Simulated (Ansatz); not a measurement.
**How Ni(110) screens a field**

Wanted: the response of a Ni(110) slab to a perpendicular field.

Method: plane-wave DFT, LDA, Ansatz PAW, in Ansatz 0.2.0.

**1. The structure**

The cell holds 6 atoms: 6 Ni. Its edges and angles: a = 3.520 Å, b = 2.489 Å, c = 24.223 Å, α = 90.0°, β = 90.0°, γ = 90.0°. Vacuum lies along c.

**2. Atoms held, field 0**

A sawtooth potential applies the field, turning back in the middle of the vacuum. With the dipole correction the typed value is the field outside the slab. The induced dipole is small, so the SCF threshold is tight.

input.yaml

```yaml
crystal:
  lattice:
    - [3.52, 0.0, 0.0]
    - [0.0, 2.4890158698, 0.0]
    - [0.0, 0.0, 24.2225396744]
  atoms:
    - { symbol: Ni, position: [0.5, 0.5, 0.3715547635], spin: 0.7 }
    - { symbol: Ni, position: [0.0, 0.0, 0.4229328581], spin: 0.7 }
    - { symbol: Ni, position: [0.5, 0.5, 0.4743109527], spin: 0.7 }
    - { symbol: Ni, position: [0.0, 0.0, 0.5256890473], spin: 0.7 }
    - { symbol: Ni, position: [0.5, 0.5, 0.5770671419], spin: 0.7 }
    - { symbol: Ni, position: [0.0, 0.0, 0.6284452365], spin: 0.7 }
magnetization:
  spin_polarized: true
kpoints:
  mp_grid: { grid: [14, 20, 1] }
hamiltonian:
  xc: lda
scf:
  occupations: { method: fermi_dirac, width: 0.1 }
  convergence: { dr2_threshold: 1.0e-10 }
efield:
  axis: 3
  dipole_correction: true
  ramp_position: 0.97
  ramp_width: 0.06
  amplitude: 0
output:
  forces: true
  write_potential: true
  write_density: true
  volumetric_format: npy
```

Started as:

```
$ ansatz run input.yaml --threads 4 --pin off --max-ram 6144MiB --backend cpu --events-out ev --progress --plain --runs-dir out
```

Log:

```text
Engine: ansatz 0.2.0, x86_64-unknown-linux-gnu
Pseudopotentials: kind: paw
Pseudopotential: Ni, paw, valence charge 18, recommended cutoff 420 eV (normal), Ni.paw.azcp
Functional definition: SPW92
  exchange = slater_x
  correlation = pw_c
Crystal: 6 atoms, lattice volume = 212.222 Å³
Basis set: ecut = 420 eV, 4127 PW (Γ)
Bands: 68, of which v1, the nominal top of the filled ones, is band 54 counted from 1 (53 counted from 0)
Symmetry: 4 space group operations
k-points: 88 of 280
Non-local potential: Ni, projectors of the file, l = 0: 3, l = 1: 2, l = 2: 3, l = 3: 1
PAW form: soft (Blöchl's): semilocal exchange-correlation on the pseudo side does not see the compensation charge
PAW frozen core: Ni, regenerated for the run's functional, and the local potential with it (the file was generated under x = pbe(κ = 0.804, μ = 0.219515), c = pbe(β = 0.066725))
PAW one-centre angular grid: Ni, 590 points (default); XC on 64 Gauss nodes
Initial density: superposition of atomic densities (neutral atoms: chi_scale 0, normalization atom)
Starting moments: Σ|m| = 4.2 μB on 6 of 6 sites
Initial wavefunctions: pseudopotential atomic-orbital guess
Functional: x = slater, c = lda
SCF iter   1: F=—  HF=-34631.664481 eV  |F-HF|=—  |Δ(HF+E_count)|=         —  Δρ=3.86e-2 (↑2.13e-2 ↓3.86e-2)  dr2=7.43e0  dr2_m=1.19e0  M=5.070 μB ∫|m|=5.281 μB  β_m=1.00  ethr=3.10e-3  p=0.000 e·Å  D=6.04e-13 V/Å  ΔV_dip=-0.00 eV  dr2_dipole=4.57e-9  V_vac-E_F(+/−)=7.33/7.33 eV  ⟨swp⟩=10.9  Hψ=62686  notcnv=0  defer=265
Mixer restart at iter 1: flushing history
efield: sawtooth ramp at fractional position 0.9700 (set: `efield.ramp_position`, or a place that a band, a saddle search or an elastic batch's reference lends), width 0.0600; the density the first Hamiltonian is built on has a dipole p = 0.000 e·Å; the dipole correction subtracts the counter field D = 6.04e-13 V/Å, which shifts the + side's vacuum level by -0.00 eV against the − side's; the planar-averaged density in the ramp window peaks in size at 6.8e-6 e/Å³
preconditioner: auto → LDOS  [metal: Δε(μ)=0.001 eV  Ē_g=7.181 eV  σ=0.100 eV  W_gap=0.00  n_scr=44 (ndim 8)  ℏωp=19.7 eV  f_vac=0.619  D(μ)=11.80/eV (n_scr^D=116)]
spin=Collinear: LDOS preconditioning applied to the charge; magnetization (m = ρ↑ − ρ↓) channel mixes plain (no charge-response kernel on spin).
SCF iter   2: F=—  HF=-34631.442833 eV  |F-HF|=—  |Δ(HF+E_count)|=   2.22e-1  Δρ=1.59e-2 (↑1.23e-2 ↓1.59e-2)  dr2=1.70e0  dr2_m=2.74e-2  M=4.714 μB ∫|m|=5.071 μB  β_m=0.30  ethr=3.10e-3  p=0.000 e·Å  D=3.61e-4 V/Å  ΔV_dip=-0.01 eV  dr2_dipole=5.52e-5  V_vac-E_F(+/−)=6.29/6.30 eV  ⟨swp⟩=2.7  Hψ=21025  notcnv=0  defer=572
density mixer auto → msr1: a metal under ldos (density of states about μ 3.67 of a free-electron gas's, 44 screened modes)
SCF iter   3: F=—  HF=-34633.521846 eV  |F-HF|=—  |Δ(HF+E_count)|=    2.08e0  Δρ=8.16e-3 (↑5.17e-3 ↓8.16e-3)  dr2=3.92e-1  dr2_m=3.49e-2  M=4.619 μB ∫|m|=4.986 μB  β_m=0.44  ethr=1.57e-3  p=0.000 e·Å  D=2.94e-4 V/Å  ΔV_dip=-0.01 eV  dr2_dipole=1.51e-5  V_vac-E_F(+/−)=5.86/5.87 eV  ⟨swp⟩=2.6  Hψ=20156  notcnv=0  defer=565
SCF iter   4: F=—  HF=-34635.841204 eV  |F-HF|=—  |Δ(HF+E_count)|=    2.32e0  Δρ=1.23e-2 (↑4.41e-3 ↓1.23e-2)  dr2=2.92e-1  dr2_m=6.39e-2  M=4.269 μB ∫|m|=4.675 μB  β_m=0.62  ethr=3.63e-4  p=0.000 e·Å  D=1.54e-4 V/Å  ΔV_dip=-0.00 eV  dr2_dipole=1.10e-5  V_vac-E_F(+/−)=5.29/5.30 eV  ⟨swp⟩=3.1  Hψ=19256  notcnv=0  defer=569
SCF iter   5: F=—  HF=-34636.718556 eV  |F-HF|=—  |Δ(HF+E_count)|=   8.77e-1  Δρ=4.56e-3 (↑1.18e-3 ↓4.56e-3)  dr2=4.27e-2  dr2_m=9.26e-3  M=4.043 μB ∫|m|=4.446 μB  β_m=0.78  ethr=2.70e-4  p=0.000 e·Å  D=2.07e-4 V/Å  ΔV_dip=-0.01 eV  dr2_dipole=2.31e-5  V_vac-E_F(+/−)=5.05/5.05 eV  ⟨swp⟩=3.3  Hψ=24190  notcnv=0  defer=560
SCF iter   6: F=—  HF=-34636.775649 eV  |F-HF|=—  |Δ(HF+E_count)|=   5.71e-2  Δρ=4.79e-3 (↑2.17e-3 ↓4.79e-3)  dr2=6.13e-2  dr2_m=4.05e-3  M=3.969 μB ∫|m|=4.377 μB  β_m=0.82  ethr=3.96e-5  p=-0.000 e·Å  D=-1.64e-4 V/Å  ΔV_dip=0.00 eV  dr2_dipole=1.65e-5  V_vac-E_F(+/−)=4.99/4.99 eV  ⟨swp⟩=2.2  Hψ=22934  notcnv=0  defer=575
SCF iter   7: F=—  HF=-34636.774760 eV  |F-HF|=—  |Δ(HF+E_count)|=   8.89e-4  Δρ=1.64e-3 (↑1.31e-3 ↓1.64e-3)  dr2=1.10e-2  dr2_m=5.80e-4  M=3.950 μB ∫|m|=4.359 μB  β_m=0.65  ethr=3.96e-5  p=0.000 e·Å  D=9.69e-5 V/Å  ΔV_dip=-0.00 eV  dr2_dipole=7.17e-7  V_vac-E_F(+/−)=4.83/4.84 eV  ⟨swp⟩=2.0  Hψ=20073  notcnv=0  defer=583
SCF iter   8: F=—  HF=-34636.775001 eV  |F-HF|=—  |Δ(HF+E_count)|=   2.41e-4  Δρ=2.48e-4 (↑2.39e-4 ↓2.48e-4)  dr2=1.20e-4  dr2_m=8.56e-5  M=3.957 μB ∫|m|=4.367 μB  β_m=0.77  ethr=1.02e-5  p=-0.000 e·Å  D=-1.93e-5 V/Å  ΔV_dip=0.00 eV  dr2_dipole=1.01e-6  V_vac-E_F(+/−)=4.86/4.86 eV  ⟨swp⟩=2.0  Hψ=18359  notcnv=0  defer=573
SCF iter   9: F=—  HF=-34636.775326 eV  |F-HF|=—  |Δ(HF+E_count)|=   3.25e-4  Δρ=1.77e-4 (↑6.47e-5 ↓1.77e-4)  dr2=5.86e-5  dr2_m=1.64e-5  M=3.965 μB ∫|m|=4.375 μB  β_m=0.81  ethr=1.12e-7  p=0.000 e·Å  D=1.92e-6 V/Å  ΔV_dip=-0.00 eV  dr2_dipole=6.58e-7  V_vac-E_F(+/−)=4.87/4.87 eV  ⟨swp⟩=3.2  Hψ=26290  notcnv=0  defer=571
[...]
SCF iter  12: F=—  HF=-34636.775328 eV  |F-HF|=—  |Δ(HF+E_count)|=   6.90e-6  Δρ=2.04e-5 (↑2.04e-5 ↓1.83e-5)  dr2=1.77e-6  dr2_m=8.78e-8  M=3.964 μB ∫|m|=4.374 μB  β_m=0.50  ethr=2.41e-8  p=0.000 e·Å  D=4.04e-6 V/Å  ΔV_dip=-0.00 eV  dr2_dipole=6.04e-8  V_vac-E_F(+/−)=4.86/4.86 eV  ⟨swp⟩=2.0  Hψ=16076  notcnv=0  defer=571
SCF iter  13: F=—  HF=-34636.775328 eV  |F-HF|=—  |Δ(HF+E_count)|=   5.04e-7  Δρ=7.36e-6 (↑7.36e-6 ↓6.55e-6)  dr2=1.75e-7  dr2_m=2.39e-8  M=3.964 μB ∫|m|=4.374 μB  β_m=0.65  ethr=1.64e-9  p=0.000 e·Å  D=1.59e-6 V/Å  ΔV_dip=-0.00 eV  dr2_dipole=3.72e-9  V_vac-E_F(+/−)=4.86/4.86 eV  ⟨swp⟩=2.0  Hψ=17474  notcnv=0  defer=571
SCF iter  14: F=—  HF=-34636.775328 eV  |F-HF|=—  |Δ(HF+E_count)|=   5.19e-8  Δρ=2.89e-6 (↑2.50e-6 ↓2.89e-6)  dr2=2.65e-8  dr2_m=5.50e-9  M=3.964 μB ∫|m|=4.374 μB  β_m=0.63  ethr=1.62e-10  p=0.000 e·Å  D=6.78e-7 V/Å  ΔV_dip=-0.00 eV  dr2_dipole=5.68e-10  V_vac-E_F(+/−)=4.86/4.86 eV  ⟨swp⟩=2.1  Hψ=20971  notcnv=0  defer=571
SCF iter  15: F=—  HF=-34636.775328 eV  |F-HF|=—  |Δ(HF+E_count)|=   8.08e-9  Δρ=2.40e-6 (↑2.40e-6 ↓2.14e-6)  dr2=2.52e-8  dr2_m=6.58e-10  M=3.964 μB ∫|m|=4.374 μB  β_m=0.55  ethr=2.46e-11  p=-0.000 e·Å  D=-1.78e-7 V/Å  ΔV_dip=0.00 eV  dr2_dipole=9.64e-10  V_vac-E_F(+/−)=4.86/4.86 eV  ⟨swp⟩=3.1  Hψ=24601  notcnv=0  defer=571
SCF iter  16: F=—  HF=-34636.775328 eV  |F-HF|=—  |Δ(HF+E_count)|=   2.74e-9  Δρ=8.99e-7 (↑8.99e-7 ↓7.23e-7)  dr2=3.21e-9  dr2_m=2.36e-10  M=3.964 μB ∫|m|=4.374 μB  β_m=0.68  ethr=2.33e-11  p=-0.000 e·Å  D=-9.65e-8 V/Å  ΔV_dip=0.00 eV  dr2_dipole=2.61e-10  V_vac-E_F(+/−)=4.86/4.86 eV  ⟨swp⟩=2.0  Hψ=15700  notcnv=0  defer=571
SCF iter  17: F=—  HF=-34636.775328 eV  |F-HF|=—  |Δ(HF+E_count)|=  3.13e-10  Δρ=2.66e-7 (↑2.52e-7 ↓2.66e-7)  dr2=2.74e-10  dr2_m=3.33e-11  M=3.964 μB ∫|m|=4.374 μB  β_m=0.78  ethr=2.97e-12  p=0.000 e·Å  D=3.73e-8 V/Å  ΔV_dip=-0.00 eV  dr2_dipole=6.31e-12  V_vac-E_F(+/−)=4.86/4.86 eV  ⟨swp⟩=2.1  Hψ=17766  notcnv=0  defer=571
SCF iter  18: F=—  HF=-34636.775328 eV  |F-HF|=—  |Δ(HF+E_count)|=  2.69e-10  Δρ=1.39e-7 (↑4.82e-8 ↓1.39e-7)  dr2=4.65e-11  dr2_m=5.38e-12  M=3.964 μB ∫|m|=4.374 μB  β_m=0.69  ethr=1.00e-12  p=-0.000 e·Å  D=-5.17e-8 V/Å  ΔV_dip=0.00 eV  dr2_dipole=9.19e-13  V_vac-E_F(+/−)=4.86/4.86 eV  ⟨swp⟩=2.0  Hψ=17132  notcnv=0  defer=571
iter 19 did not close the SCF: its close was put off for the exchange–correlation potential of the local minority spin (scf_convergence_deferred on its scf_iter line)
SCF iter  19: F=-34636.775328 eV  HF=-34636.775328 eV  |F-HF|=3.13e-10  |Δ(HF+E_count)|=  2.11e-10  Δρ=1.09e-7 (↑3.25e-8 ↓1.09e-7)  dr2=6.44e-11  dr2_m=3.34e-12  M=3.964 μB ∫|m|=4.374 μB  β_m=0.70  ethr=1.00e-12  p=0.000 e·Å  D=1.17e-8 V/Å  ΔV_dip=-0.00 eV  dr2_dipole=1.52e-11  V_vac-E_F(+/−)=4.86/4.86 eV  ⟨swp⟩=15.6  Hψ=73325  notcnv=0
SCF iter  20: F=-34636.775328 eV  HF=-34636.775328 eV  |F-HF|=3.13e-10  |Δ(HF+E_count)|=   3.51e-9  Δρ=7.13e-8 (↑3.27e-8 ↓7.13e-8)  dr2=1.76e-11  dr2_m=8.59e-13  M=3.964 μB ∫|m|=4.374 μB  ethr=1.00e-12  p=-0.000 e·Å  D=-3.16e-9 V/Å  ΔV_dip=0.00 eV  dr2_dipole=8.22e-14  V_vac-E_F(+/−)=4.86/4.86 eV  ⟨swp⟩=6.3  Hψ=59087  notcnv=0
SCF 1 converged in 20 iterations: F = -34636.775328 eV  dr2 = 1.76e-11
  greatest PAW one-centre occupation: 1.002 electrons in one spin orbital (limit 2), on the Ni atom at site 5 (counted from 0), in its partial waves of l = 1
WARN: The output density's exchange-correlation potential varies sharply where the density is thin. Do not read a vacuum level from v_tot or v_xc, or from such a field of the output density. On a cell that repeats whose density bears no net charge and no dipole along the vacuum's axis use v_es (v_loc + v_h of the components); under efield.dipole_correction with no amplitude use v_es + v_field, which holds any externa [...]
SCF converged after 20 iterations
Magnetization: 3.9641 μB (55.9821 up, 52.0179 down)
Absolute magnetization: 4.3779 μB (∫|ρ↑−ρ↓|, with the PAW one-centre terms)
Spin contamination: 0.0386 ħ² per cell (⟨S²⟩ above its minimum at these occupations)
Per-site moments (μB) at R_I (Å): [(0.770076, 1.026719), (0.653313, 1.026719), (0.640225, 1.026719), (0.640225, 1.026719), (0.653314, 1.026719), (0.770075, 1.026719)]
Free energy (F): -34636.775328 eV
Harris-Foulkes:  -34636.775328 eV  (|F-HF|=3.13e-10)
Internal energy: -34636.390065 eV  (E = F + TS)
E sigma→0 (E₀):  -34636.582696 eV
Entropy (-TS):   -0.385263 eV (-64.210 meV/atom)
Fermi energy:    2.131984 eV
Dipole field:    D = 0.000000 V/Å  (p = 0.000000 e·Å, saw-weighted, corrected)
Work function:   Φ+ = 4.8604 eV   Φ− = 4.8603 eV
Levels:          The Fermi level and band energies are counted from a zero that moves with the ramp; work functions are not
--- Per-component energies (eV) ---
  E_band       = -3389.685617
  E_kinetic    = 1692.000078
  E_local      = -255221.141453  (includes V_loc(G=0)·N_el)
  E_nonlocal   = 3843.093180
  E_hartree    = 125056.347415
  E_xc         = -500.355098
  E_vxc        = -647.599479  (∫ρ·V_xc dr)
  E_paw        = -9387.050480  (= ΣΔE_a)
  E_vpaw       = -3168.734859  (= ΣTr[D̂ρ^β])
  E_aug_tail   = 0.002684  (compensation charges beyond the density's cutoff)
  E_efield     = 0.000000  (sawtooth field / dipole correction)
  E_vefield    = 0.000000  (∫n·V_field dr)
  E_ewald      = 99878.108887
  E_core_change = 2.604723  (= ΣΔE_core)
  E_smearing   = -0.385263  (= −TS)
  E_closure    = 0.000000  (closes the sum)
  Σ components = -34636.775328   (vs F -34636.775328, Δ=0.00e0)
--- Forces (eV/Å), atoms counted from 1 ---
  atom   1  Ni     0.00000000     0.00000000     1.35885646
  atom   2  Ni     0.00000000     0.00000000    -0.24565967
  atom   3  Ni     0.00000000     0.00000000    -0.23321049
  atom   4  Ni     0.00000000     0.00000000     0.23321155
  atom   5  Ni     0.00000000     0.00000000     0.24565905
  atom   6  Ni     0.00000000     0.00000000    -1.35885699
  max |Σ_I F_I| component: 8.68e-8 eV/Å
--- Band table (eV; the first three rows and the last of 176) ---
  k-point 0 ↑: bands = [... 50 lower, 1.2168, 1.3072, 1.3383, 1.4526, 1.5442, 1.5534, 1.7173, 2.3921, ... 10 higher]
  k-point 1 ↑: bands = [... 50 lower, 1.2484, 1.3002, 1.3604, 1.3771, 1.5358, 1.6097, 1.6643, 2.4344, ... 10 higher]
  k-point 2 ↑: bands = [... 50 lower, 1.2824, 1.2916, 1.2983, 1.3735, 1.5193, 1.5733, 1.6781, 2.5617, ... 10 higher]
  k-point 87 ↓: bands = [... 50 lower, 2.3449, 2.3449, 2.4207, 2.4207, 3.2515, 3.2515, 5.5513, 5.5513, ... 10 higher]
```

Run time: 76 s. Hardware: 4 threads of Intel Xeon 6975P-C (Granite Rapids), shared host; peak memory 1.8 GiB.

Read from the output:

* energy at zero smearing: -34636.5827 eV
* total moment: 3.964 μB
* site moments: 0.7701, 0.6533, 0.6402, 0.6402, 0.6533, 0.7701 μB
* work function, upper face: 4.860 eV
* dipole along the normal: 4.35e-7 e·Å

Running mean over 1.245 Å of the planar mean; the ramp of the sawtooth is left out. The electron's electrostatic potential energy less the Fermi level by z:

z (Å), electron's electrostatic potential energy less the Fermi level (eV) and a bar from the least value:
```
      3.0        4.9 ##############################
      3.5        4.9 ##############################
      4.0        4.9 ##############################
      4.5        4.9 ##############################
      5.0        4.9 ##############################
      5.5        4.9 ##############################
      6.0        4.8 ##############################
      6.5        4.8 ##############################
      7.0        4.6 ##############################
      7.5        4.0 ############################
      8.0        1.2 #######################
      8.5       -4.5 ###########
      9.0       -8.8 ###
      9.5       -9.8 #
     10.0      -10.0 
     10.5      -10.1 
     11.0      -10.2 
     11.5      -10.2 
     12.0      -10.2 
     12.5      -10.2 
     13.0      -10.2 
     13.5      -10.2 
     14.0      -10.1 
     14.5      -10.0 
     15.0       -9.5 #
     15.5       -6.8 #######
     16.0       -1.1 ##################
     16.5        3.2 ###########################
     17.0        4.4 #############################
     17.5        4.7 ##############################
     18.0        4.8 ##############################
     18.5        4.9 ##############################
     19.0        4.9 ##############################
     19.5        4.9 ##############################
     20.0        4.9 ##############################
     20.5        4.9 ##############################
     21.0        4.9 ##############################
```

Site moment by atom:

```
atom  site moment (μB)
 Ni1             0.770
 Ni2             0.653
 Ni3             0.640
 Ni4             0.640
 Ni5             0.653
 Ni6             0.770
```

Force by atom:

| atom | x (eV/Å) | y (eV/Å) | z (eV/Å) | size |
| --- | --- | --- | --- | --- |
| Ni1 | 0.00 | 0.00 | 1.36 | 1.36 |
| Ni2 | 0.00 | 0.00 | -0.25 | 0.25 |
| Ni3 | 0.00 | 0.00 | -0.23 | 0.23 |
| Ni4 | 0.00 | 0.00 | 0.23 | 0.23 |
| Ni5 | 0.00 | 0.00 | 0.25 | 0.25 |
| Ni6 | 0.00 | 0.00 | -1.36 | 1.36 |

The work function of the upper face is 4.86 eV.

**3. Atoms held, field 0.05 V/Å**

input.yaml: that of step 2 with these lines changed.

```diff
@@ -26,3 +26,3 @@
   ramp_width: 0.06
-  amplitude: 0
+  amplitude: 0.05
 output:
```

Log:

```text
[...]
Crystal: 6 atoms, lattice volume = 212.222 Å³
Basis set: ecut = 420 eV, 4127 PW (Γ)
Bands: 68, of which v1, the nominal top of the filled ones, is band 54 counted from 1 (53 counted from 0)
Symmetry: 4 space group operations
k-points: 88 of 280
[...]
Starting moments: Σ|m| = 4.2 μB on 6 of 6 sites
[...]
k-point 1 ↑: bands = [... 50 lower, 1.2482, 1.3000, 1.3602, 1.3769, 1.5356, 1.6095, 1.6641, 2.4342, ... 10 higher]
  k-point 2 ↑: bands = [... 50 lower, 1.2822, 1.2914, 1.2982, 1.3734, 1.5192, 1.5731, 1.6779, 2.5615, ... 10 higher]
  k-point 87 ↓: bands = [... 50 lower, 2.3446, 2.3448, 2.4204, 2.4206, 3.2513, 3.2515, 5.5508, 5.5514, ... 10 higher]
[key lines of the parts left out:]
SCF converged after 21 iterations
Magnetization: 3.9641 μB (55.9821 up, 52.0179 down)
Free energy (F): -34636.775881 eV
Fermi energy:    2.131796 eV
Dipole field:    D = 0.018869 V/Å  (p = 0.022130 e·Å, saw-weighted, corrected)
```

Wall time 77 s (4 threads); peak memory 1.8 GiB.

The dipole is 0.0221 e·Å.

**4. Single point, field -0.05 V/Å**

input.yaml: that of step 3 with these lines changed.

```diff
@@ -26,3 +26,3 @@
   ramp_width: 0.06
-  amplitude: 0.05
+  amplitude: -0.05
 output:
```

Log:

```text
[...]
Crystal: 6 atoms, lattice volume = 212.222 Å³
Basis set: ecut = 420 eV, 4127 PW (Γ)
Bands: 68, of which v1, the nominal top of the filled ones, is band 54 counted from 1 (53 counted from 0)
Symmetry: 4 space group operations
k-points: 88 of 280
[...]
Starting moments: Σ|m| = 4.2 μB on 6 of 6 sites
[...]
k-point 1 ↑: bands = [... 50 lower, 1.2482, 1.3000, 1.3602, 1.3769, 1.5356, 1.6095, 1.6641, 2.4342, ... 10 higher]
  k-point 2 ↑: bands = [... 50 lower, 1.2822, 1.2914, 1.2982, 1.3734, 1.5192, 1.5731, 1.6779, 2.5615, ... 10 higher]
  k-point 87 ↓: bands = [... 50 lower, 2.3446, 2.3448, 2.4204, 2.4206, 3.2513, 3.2515, 5.5508, 5.5514, ... 10 higher]
[key lines of the parts left out:]
SCF converged after 21 iterations
Magnetization: 3.9641 μB (55.9821 up, 52.0179 down)
Free energy (F): -34636.775881 eV
Fermi energy:    2.131796 eV
Dipole field:    D = -0.018866 V/Å  (p = -0.022127 e·Å, saw-weighted, corrected)
```

Run time: 77 s. Hardware: 4 threads; peak memory 1.8 GiB; 4.7 min of CPU time.

The dipole is -0.0221 e·Å.

**5. Atoms held, field 0.1 V/Å**

input.yaml: that of step 4 with these lines changed.

```diff
@@ -26,3 +26,3 @@
   ramp_width: 0.06
-  amplitude: -0.05
+  amplitude: 0.1
 output:
```

Log:

```text
[...]
Crystal: 6 atoms, lattice volume = 212.222 Å³
Basis set: ecut = 420 eV, 4127 PW (Γ)
Bands: 68, of which v1, the nominal top of the filled ones, is band 54 counted from 1 (53 counted from 0)
Symmetry: 4 space group operations
k-points: 88 of 280
[...]
Starting moments: Σ|m| = 4.2 μB on 6 of 6 sites
[...]
k-point 1 ↑: bands = [... 50 lower, 1.2476, 1.2995, 1.3596, 1.3763, 1.5351, 1.6090, 1.6635, 2.4335, ... 10 higher]
  k-point 2 ↑: bands = [... 50 lower, 1.2816, 1.2908, 1.2976, 1.3728, 1.5186, 1.5725, 1.6773, 2.5608, ... 10 higher]
  k-point 87 ↓: bands = [... 50 lower, 2.3440, 2.3443, 2.4197, 2.4202, 3.2506, 3.2510, 5.5500, 5.5511, ... 10 higher]
[key lines of the parts left out:]
SCF converged after 22 iterations
Magnetization: 3.9641 μB (55.9821 up, 52.0179 down)
Free energy (F): -34636.777541 eV
Fermi energy:    2.131229 eV
Dipole field:    D = 0.037737 V/Å  (p = 0.044258 e·Å, saw-weighted, corrected)
```

The job ended after 78 s (4 threads; peak memory 1.8 GiB).

The dipole is 0.0443 e·Å.

(Continued in part 2 of 3.)

[Long decimals in the printed logs are rounded to 6 places.]

[Logs are printed without paths, hosts, clocks, repeated set-up lines and the standing remarks that a program may print on its own settings, such as how far it seeks lower states.]

[Hosts, paths, dates, database ids (printed as entryN), source tags and the programs' standing remarks are cut or masked in the printed files.]

[Maps of the electrostatic potential energy from Ansatz leave out the sawtooth potential of an applied field or a dipole correction, so their vacuum need not be flat; planar profiles and work functions include it.]
